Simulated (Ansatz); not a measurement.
**NaWO3 (Pm-3m): a soft mode frozen in**

Wanted: the energy along a soft mode of NaWO3 (Pm-3m) and the structure at the end.

Method: DFT PBEsol, scalar-relativistic, plane waves, PAW; PAW set soft_1, in Ansatz 0.2.0.

This is a report of a sequence of runs, with most program output left out.

The database entry behind the starting cell is an old determination (1949), so it need not match the best structure at ambient conditions.

## Step 1: Set-up

Symmetry: Pm-3m, No. 221, cubic system. Conventional cell: a = 3.875 Å, b = 3.875 Å, c = 3.875 Å, α = 90.00°, β = 90.00°, γ = 90.00°. Nearest to Na lie 12 O at 2.74 Å. Nearest to W lie 6 O at 1.94 Å. Nearest to O lie 2 W at 1.94 Å and 4 Na at 2.74 Å. Farther neighbours and most contacts between anions are not listed.

## Step 2: Response at finite wavevector

The cell comes from relaxations at this level that are not shown. Stability and thermal properties need the whole zone. Linear response on a 2×2×2 q mesh gives force constants as far as a supercell of that size would.

Input file input.yaml:

```yaml
crystal:
  lattice:
    - [3.8754489688, 3.8754489688, 0.0]
    - [3.8754489688, 0.0, 3.8754489688]
    - [3.8754489688, 0.0, -3.8754489688]
  atoms:
    - { symbol: Na, position: [0.0, 0.0, 0.0] }
    - { symbol: Na, position: [0.0, 0.5, 0.5] }
    - { symbol: W, position: [0.5, 0.25, 0.75] }
    - { symbol: W, position: [0.5, 0.75, 0.25] }
    - { symbol: O, position: [0.5, 0.0, 0.0] }
    - { symbol: O, position: [0.5, 0.5, 0.5] }
    - { symbol: O, position: [0.5, 0.0, 0.5] }
    - { symbol: O, position: [0.5, 0.5, 0.0] }
    - { symbol: O, position: [0.0, 0.5, 0.0] }
    - { symbol: O, position: [0.0, 0.0, 0.5] }
kpoints:
  mp_grid: { grid: [12, 12, 12] }
hamiltonian:
  xc: pbesol
  pseudopotentials: { kind: paw, azcp: { folder: soft_1 }, xc_functional: pbe }
scf:
  occupations: { method: methfessel_paxton, width: 0.2 }
output:
  eigenvalues: true
phonons:
  method: dfpt
  qmesh: [2, 2, 2]
  temperatures: { t_max: 1000, t_step: 50 }
  qpath:
    path:
      - [[0.0, 0.0, 0.0], [0.5, 0.0, 0.0], [1.0, 0.5, 0.5], [0.0, 0.0, 0.0], [1.0, 1.0, 0.0], [0.5, 0.0, 0.0]]
      - [[1.0, 1.0, 0.0], [1.0, 0.5, 0.5]]
    npoints: 10
```

Command:

```console
ansatz run input.yaml --threads 4 --pin off --max-ram 10240MiB --backend cpu --events-out ev --progress --plain --runs-dir out
```

Run time: 21 min. Hardware: 4 threads of Intel Xeon 6975P-C (Granite Rapids), shared host; peak memory 7.3 GiB.

This step gave:

- volume per atom: 11.64 Å³
- gap on the k-mesh: 0 eV
- sum-rule residual before enforcement: 1.03e-4 eV/Å²
- lowest frequency on the path: -64.23 cm⁻¹
- highest frequency on the path or at a solved wavevector: 894.3 cm⁻¹
- highest optical mode at the zone centre (no LO-TO term): 894.3 cm⁻¹
- lowest optical zone-centre mode: -35.62 cm⁻¹
- lowest mode on the q mesh (acoustic modes at Γ apart): -58.7 cm⁻¹

Frequencies (cm⁻¹) solved at each irreducible wavevector; negative means imaginary. Frequencies by wavevector, by row:

```csv
q in reciprocal lattice units,star,mode 1,mode 2,mode 3,mode 4,mode 28,mode 29,mode 30
0 0 0,1,-35.6,-35.6,-35.6,0,765.4,765.4,894.3
0 0 -0.5,4,109,109,109,109,709.1,752.1,752.1
0 -0.5 -0.5,3,-58.7,76.7,76.7,106.5,708,725.8,819.7
```

Interpolated from a 2×2×2 q mesh. The phonon branches at the labelled points (cm⁻¹):

| point | branch 1 | branch 2 | branch 3 | branch 4 | branch 27 | branch 28 | branch 29 | branch 30 |
| --- | --- | --- | --- | --- | --- | --- | --- | --- |
| Γ | -36 | -36 | -36 | 0 | 676 | 765 | 765 | 894 |
| halfway | -63 | 54 | 54 | 110 | 705 | 717 | 742 | 850 |
| X | -59 | 77 | 77 | 106 | 652 | 708 | 726 | 820 |
| halfway | 95 | 95 | 107 | 107 | 694 | 694 | 768 | 768 |
| M | -59 | 77 | 77 | 106 | 652 | 708 | 726 | 820 |
| halfway | 77 | 102 | 109 | 110 | 711 | 712 | 730 | 800 |
| Γ | -36 | -36 | -36 | 0 | 676 | 765 | 765 | 894 |
| halfway | 109 | 109 | 109 | 109 | 709 | 709 | 752 | 752 |
| R | -36 | -36 | -36 | 0 | 676 | 765 | 765 | 894 |
| halfway | 77 | 102 | 109 | 110 | 711 | 712 | 730 | 800 |
| X | -59 | 77 | 77 | 106 | 652 | 708 | 726 | 820 |
| jump to R | -36 | -36 | -36 | 0 | 676 | 765 | 765 | 894 |
| halfway | -63 | 54 | 54 | 110 | 705 | 717 | 742 | 850 |
| M | -59 | 77 | 77 | 106 | 652 | 708 | 726 | 820 |

Symmetry leaves 3 wavevectors to solve. The lowest mode among them, the acoustic zeros apart, lies at q = (0, -0.5, -0.5) and is imaginary, 58.7i cm⁻¹, so the energy falls along it. Between them the interpolated path dips to 64i cm⁻¹.

## Step 3: The mode frozen in, largest atomic shift 0 Å

The mode followed lies at Γ with frequency 35.6i cm⁻¹ and is 3-fold degenerate, one of the unstable modes though not the softest. At small amplitude the distorted cell has space group no. 140 by a symmetry search on the positions. The undistorted cell that holds it gives the zero of energy on the same k mesh.

input.yaml, as its differences from that of step 2:

```diff
@@ -24,11 +24,4 @@
 output:
+  forces: true
+  stress: true
   eigenvalues: true
-phonons:
-  method: dfpt
-  qmesh: [2, 2, 2]
-  temperatures: { t_max: 1000, t_step: 50 }
-  qpath:
-    path:
-      - [[0.0, 0.0, 0.0], [0.5, 0.0, 0.0], [1.0, 0.5, 0.5], [0.0, 0.0, 0.0], [1.0, 1.0, 0.0], [0.5, 0.0, 0.0]]
-      - [[1.0, 1.0, 0.0], [1.0, 0.5, 0.5]]
-    npoints: 10
```

It took 3.5 s on 4 threads; peak memory 0.69 GiB.

This step gave:

* pressure: -0.006393 GPa
* energy from the undistorted cell: 0 meV/atom

The run ends at a pressure of -0.01 GPa.

## Step 4: The mode frozen in, largest atomic shift 0.08 Å

The atoms are moved along the unstable eigenvector, the largest shift by 0.08 Å, with the cell fixed.

input.yaml, the sections that differ from step 3:

```yaml
crystal:
  lattice:
    - [3.8754489688, 3.8754489688, 0.0]
    - [3.8754489688, 0.0, 3.8754489688]
    - [3.8754489688, 0.0, -3.8754489688]
  atoms:
    - { symbol: Na, position: [0.0, 0.0, 0.0] }
    - { symbol: Na, position: [0.0, 0.5, 0.5] }
    - { symbol: W, position: [0.5, 0.25, 0.75] }
    - { symbol: W, position: [0.5, 0.75, 0.25] }
    - { symbol: O, position: [0.5, 0.0103213848, 0.0103213848] }
    - { symbol: O, position: [0.5, 0.4896786152, 0.4896786152] }
    - { symbol: O, position: [0.5, -0.0103213848, 0.5103213848] }
    - { symbol: O, position: [0.5, 0.5103213848, -0.0103213848] }
    - { symbol: O, position: [0.0, 0.5, 0.0] }
    - { symbol: O, position: [0.0, 0.0, 0.5] }
# kpoints, hamiltonian, scf, output: as in step 3
```

The job ended after 8.2 s (4 threads; peak memory 0.95 GiB).

This step gave:

```
pressure                         : -0.2936 GPa
energy from the undistorted cell : -0.054 meV/atom
```

The energy, extrapolated to zero smearing, is -0.05 meV/atom against the undistorted cell.

The run ends at a pressure of -0.29 GPa, with forces up to 7.6e-4 eV/Å.

## Step 5: Energy along the mode, all amplitudes (two of the runs are shown above)

An imaginary frequency means negative curvature, so the energy should fall and then rise again as anharmonic terms take over.

Numbers from this step:

```
depth at the lowest point sampled  : 0.054 meV/atom
largest atomic shift at that point : 0.08 Å
```

Energy from the parent against largest atomic shift:

| largest atomic shift (Å) | energy from the parent (meV/atom) |
| --- | --- |
| 0.000 | 0 |
| 0.040 | -0.021 |
| 0.080 | -0.054 |
| 0.140 | 0.096 |
| 0.220 | 1.61 |
| 0.320 | 8.64 |

Displacement at unit largest shift by atom:

| atom | x (Å) | y (Å) | z (Å) | size |
| --- | --- | --- | --- | --- |
| Na1 | 0.00 | 0.00 | 0.00 | 0.00 |
| Na2 | 0.00 | 0.00 | 0.00 | 0.00 |
| W3 | 0.00 | 0.00 | 0.00 | 0.00 |
| W4 | 0.00 | 0.00 | 0.00 | 0.00 |
| O5 | 1.00 | 0.00 | 0.00 | 1.00 |
| O6 | -1.00 | 0.00 | 0.00 | 1.00 |
| O7 | 0.00 | 0.00 | -1.00 | 1.00 |
| O8 | 0.00 | 0.00 | 1.00 | 1.00 |
| O9 | 0.00 | 0.00 | 0.00 | 0.00 |
| O10 | 0.00 | 0.00 | 0.00 | 0.00 |

The lowest of the steps tried is at 0.08 Å, 0.054 meV/atom below the parent; the bottom of the well need not coincide with a step.

## Step 6: Relaxation from the frozen mode

Starting from the lowest point found, all atoms and the cell are let go, so that strain and other modes of the same symmetry can join in.

input.yaml, as its differences from that of step 4:

```diff
@@ -27 +27,6 @@
   eigenvalues: true
+relax:
+  adjacent_minimum: "off"
+  f_tol: 0.002
+  max_steps: 120
+  cell: { stress_tol: 0.03 }
```

Elapsed: 58 s, on 4 threads; peak memory 1 GiB; 3.8 min of CPU time.

The steps of the relaxation:

```
step  energy less that of the first step (eV)  largest force component (eV/Å)  pressure (GPa)  volume (Å³)
   1                                   0.0000                          0.0008           -0.29       116.41
   2                                  -0.0006                          0.0031            0.02       116.25
   3                                  -0.0006                          0.0032            0.01       116.25
   4                                  -0.0006                          0.0033           -0.01       116.25
   5                                  -0.0011                          0.0016            0.01       116.15
   6                                  -0.0012                          0.0008           -0.01       116.13
   7                                  -0.0013                          0.0003            0.00       116.09
  8*                                  -0.0005                          0.0002           -0.02       116.09
```

Relaxation steps marked * repeat the geometry before them on a plane-wave basis chosen anew for their cell, so energy and pressure can jump there.

Forces are held to the 16 operations that the run works with; a distortion that breaks them can't arise in this run.

```
conventional cell, symmetrised  before  after  change
                         a (Å)   5.481  5.472  -0.2 %
                         b (Å)   5.481  5.472  -0.2 %
                         c (Å)   7.751  7.753  +0.0 %
              volume (Å³/atom)   11.64  11.61  -0.3 %
```

The atoms that moved most (Å, as changes of fractional coordinates times the final cell):

```csv
atom,dx,dy,dz,length
O8,0.000,0.000,0.039,0.039
O5,0.039,0.000,0.000,0.039
O7,0.000,0.000,-0.039,0.039
O6,-0.039,0.000,0.000,0.039
```

This step gave:

```yaml
pressure: -0.01547 GPa
volume_per_atom: 11.61 Å³
```

The distorted start has space group I4/mcm; the relaxation ends in I4/mcm.

## Step 7: The new phase in its own primitive cell

The relaxed structure is symmetrised, reduced to its primitive cell and relaxed tightly, as its phonons need.

input.yaml, the sections that differ from step 6:

```yaml
crystal:
  lattice:
    - [-2.7362369162, 2.7362369162, 3.8762841081]
    - [2.7362369162, -2.7362369162, 3.8762841081]
    - [2.7362369162, 2.7362369162, -3.8762841081]
  atoms:
    - { symbol: Na, position: [0.75, 0.25, 0.5] }
    - { symbol: Na, position: [0.25, 0.75, 0.5] }
    - { symbol: W, position: [0.0, 0.0, 0.0] }
    - { symbol: W, position: [0.5, 0.5, 0.0] }
    - { symbol: O, position: [0.7346376452, 0.2346376452, 0.9692752903] }
    - { symbol: O, position: [0.2653623548, 0.7653623548, 0.0307247097] }
    - { symbol: O, position: [0.2346376452, 0.2653623548, 0.5] }
    - { symbol: O, position: [0.7653623548, 0.7346376452, 0.5] }
    - { symbol: O, position: [0.75, 0.75, 0.0] }
    - { symbol: O, position: [0.25, 0.25, 0.0] }
kpoints:
  mp_grid: { grid: [10, 10, 10] }
relax:
  adjacent_minimum: "off"
  f_tol: 0.001
  max_steps: 60
  cell: { stress_tol: 0.01 }
# hamiltonian, scf, output: as in step 6
```

Wall time 13 s (4 threads); peak memory 0.82 GiB.

Little changed from the start: no atom moved by 0.005 Å and no cell edge by 0.1 %.

Numbers from this step:

- pressure: 6.96e-4 GPa

The largest force component left is 0.14 meV/Å and the pressure is 0.001 GPa, within the tolerances set. The cell now holds 11.61 Å³/atom.

## Step 8: Modes of the new phase, k-mesh 10×10×10

A relaxed structure may still be a saddle point, so its zone-centre modes are computed. No field response is asked, since the mesh shows no gap.

input.yaml, the sections that differ from step 7:

```yaml
crystal:
  lattice:
    - [-2.7361398585, 2.7361398585, 3.8762724794]
    - [2.7361398585, -2.7361398585, 3.8762724794]
    - [2.7361398585, 2.7361398585, -3.8762724794]
  atoms:
    - { symbol: Na, position: [0.75, 0.25, 0.5] }
    - { symbol: Na, position: [0.25, 0.75, 0.5] }
    - { symbol: W, position: [0.0, 0.0, 0.0] }
    - { symbol: W, position: [0.5, 0.5, 0.0] }
    - { symbol: O, position: [0.7346423795, 0.2346423795, 0.969284759] }
    - { symbol: O, position: [0.2653576205, 0.7653576205, 0.030715241] }
    - { symbol: O, position: [0.2346423795, 0.2653576205, 0.5] }
    - { symbol: O, position: [0.7653576205, 0.7346423795, 0.5] }
    - { symbol: O, position: [0.75, 0.75, 0.0] }
    - { symbol: O, position: [0.25, 0.25, 0.0] }
output:
  eigenvalues: true
phonons:
  method: dfpt
# kpoints, hamiltonian, scf: as in step 7
# relax: removed
```

Wall time 8.3 min (4 threads); peak memory 7.1 GiB.

This step gave:

```yaml
sum_rule_residual_before_enforcement: 1.70e-5 eV/Å²
point_group: 4/mmm
highest_optical_mode_at_the_zone_centre_no_lo_to_term: 891.4 cm⁻¹
lowest_optical_zone_centre_mode: -17.66 cm⁻¹
```

Patterns of degenerate modes are one choice out of their space. Modes at Γ, with each element's share of the kinetic energy (negative means imaginary):

```
mode  frequency (cm⁻¹)  symmetry  Na %  W %  O %
   1             -17.7        Eg     0    0  100
   2             -17.7        Eg     0    0  100
   3               0.0  acoustic     9   72   19
   4               0.0  acoustic     9   72   19
   5               0.0  acoustic     9   72   19
   6              69.9       A1g     0    0  100
   7             115.5        Eu    91    6    3
   8             115.5        Eu    91    6    3
   9             120.3       A2u    91    6    3
  10             129.4        Eg    99    0    1
  11             129.4        Eg    99    0    1
  12             132.4       B2g   100    0    0
  13             267.9        Eu     0   99    1
  14             267.9        Eu     0   99    1
  15             268.7       A1u     0  100    0
  16             333.5        Eu     0    0  100
  17             333.5        Eu     0    0  100
  18             333.6       B1u     0    0  100
  19             365.8       A2u     0   20   80
  20             366.3        Eu     0   20   79
  21             366.3        Eu     0   20   79
  22             442.6       B2g     0    0  100
  23             442.8        Eg     0    0  100
  24             442.8        Eg     0    0  100
  25             672.8        Eu     0    2   98
  26             672.8        Eu     0    2   98
  27             675.4       A2u     0    2   98
  28             760.8       B1g     0    0  100
  29             764.2       A2g     0    0  100
  30             891.4       A2g     0    0  100
```

Displacements in mode 1 (-17.7 cm⁻¹), the largest set to 1:
```
Na1 -0.01 -0.04  0.00
Na2  0.01  0.04  0.00
W3   0.00  0.00  0.00
W4   0.00  0.00  0.00
O5   0.00  0.00  0.82
O6   0.00  0.00 -0.82
O7   0.00  0.00 -0.58
O8   0.00  0.00  0.58
O9   0.17 -1.00  0.00
O10 -0.17  1.00  0.00
```

Displacements in mode 28 (760.8 cm⁻¹), the largest set to 1:
```
Na1  0.00  0.00  0.00
Na2  0.00  0.00  0.00
W3   0.00  0.00  0.00
W4   0.00  0.00  0.00
O5  -1.00  1.00  0.00
O6   1.00 -1.00  0.00
O7   1.00  1.00  0.00
O8  -1.00 -1.00  0.00
O9   0.00  0.00  0.00
O10  0.00  0.00  0.00
```

Before it was imposed, the acoustic sum rule was missed by 1.7e-5 eV/Å². Small misses are needed for a sound result but don't prove that mesh and cutoff are converged. The lowest optical mode is imaginary, 17.7i cm⁻¹, so the energy falls along it.

## Step 9: What came out

```
unstable mode of the parent                                                      : q = (0, 0, 0), 36i cm⁻¹
depth at the lowest point sampled                                                : 0.054 meV/atom
largest atomic shift at that point                                               : 0.08 Å
space group reached (within 0.01 Å)                                              : I4/mcm
energy gained over the parent (first relaxation, on the mesh of the frozen mode) : 0.102 meV/atom
volume per atom, phase reached                                                   : 11.6 Å³
lowest optical zone-centre mode, phase reached                                   : -17.7 cm⁻¹
highest optical mode at the zone centre (no LO-TO term), phase reached           : 891 cm⁻¹
```

Along this mode the structure falls into I4/mcm, 0.102 meV/atom below the parent. At the parent's cell the well is 0.054 meV/atom deep on the steps tried, with its lowest point at a shift of 0.08 Å. Relaxing atoms and cell changes the gain by +0.05 meV/atom against the lowest step (energies at zero smearing). The new phase still has an imaginary mode at the zone centre of its cell, so it is a saddle point on the way to a lower structure. How so shallow a well moves with the k mesh was not tested. Each path keeps the symmetry of its pattern, so a lower phase may lie along a pattern not tried. The runs keep the cell of 10 atoms of a magnetic order that was tried, a multiple of the chemical cell, so that Γ here also holds zone-boundary modes of the chemical cell. Magnetic starts were tried first and their moments did not last, so the runs shown are non-magnetic; if the real compound is magnetic, its cell and modes can differ much. With no gap, or one that is small against the smearing, the frequencies hang on the k mesh and the smearing, most of all near Kohn anomalies. Spin-orbit coupling is left out, which can matter for the heavy elements here. The PAW files were made for PBE and serve the other functionals too. A phonon run warned that its eigensolver left some bands unconverged in a pass.

[Logs are printed without paths, hosts, clocks, repeated set-up lines and the standing remarks that a program may print on its own settings, such as how far it seeks lower states.]

[Hosts, paths, dates, database ids (printed as entryN), source tags and the programs' standing remarks are cut or masked in the printed files.]
